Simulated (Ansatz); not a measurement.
Two G0W0 runs on Ge7H (hydrogen-terminated (111) film, 14 layers).

The cell holds 16 atoms: 14 Ge and 2 H. Its edges and angles: a = 4.001 Å, b = 4.001 Å, c = 70.100 Å, α = 90.0°, β = 90.0°, γ = 120.0°. It derives from Ge. Vacuum lies along c.

```
Ge H
1.0
     4.00081    0.00000    0.00000
    -2.00041    3.46480    0.00000
     0.00000    0.00000   70.10000
Ge H
14 2
Direct
  0.33333 0.66667 0.35480
  0.00000 0.00000 0.36596
  0.00000 0.00000 0.40083
  0.66667 0.33333 0.41250
  0.66667 0.33333 0.44749
  0.33333 0.66667 0.45916
  0.33333 0.66667 0.49416
  0.00000 0.00000 0.50584
  0.00000 0.00000 0.54084
  0.66667 0.33333 0.55251
  0.66667 0.33333 0.58750
  0.33333 0.66667 0.59917
  0.33333 0.66667 0.63404
  0.00000 0.00000 0.64520
  0.33333 0.66667 0.33265
  0.00000 0.00000 0.66735
```

The structure was relaxed with PBEsol (ions only). The runs that relaxed it are not among those shown.

The first (Ansatz 0.2.0; start PBEsol, 6×6×1 mesh, 1433 empty bands, screening to 75 eV, PAW set soft_1 files; 1 × NVIDIA H100 80GB HBM3 (shared by 6 runs) with 3 threads of AMD EPYC 7R13 (Zen 3), shared host) gave, on its mesh: starting gap 0.23 eV, G0W0 gap 0.72 eV, mean of 1 + 4πα/V (set by the cell height) 17.86, 2.3 min.

Q: The second changes empty bands from 1433 to 579 and screening cutoff (eV) from 75.0 to 41. What does it give?

It gave: starting gap 0.23 eV, G0W0 gap 0.81 eV, mean of 1 + 4πα/V (set by the cell height) 18.19, 88 s. The G0W0 gap moves by +0.09 eV, +0.00 eV from the start and +0.09 eV from the correction. Σc changes by +0.34 eV at the valence top and +0.43 eV at the conduction bottom, and Σx − Vxc between them by +0.0001 eV.

Limits: not at the basis limit; coarse mesh for a sheet; no spin-orbit coupling.

[Paths, hosts, dates, memory and timing lines, banners, echoed tables and standing remarks are left out of the program output.]

[Logs are printed without paths, hosts, clocks, repeated set-up lines and the standing remarks that a program may print on its own settings, such as how far it seeks lower states.]

[Runs of the session that timed out or met a known fault of the program may be left out.]

[Cells called generated may have been cut or substituted from an entry of the Crystallography Open Database or the Materials Project.]

[Hosts, paths, dates, database ids (printed as entryN), source tags and the programs' standing remarks are cut or masked in the printed files.]
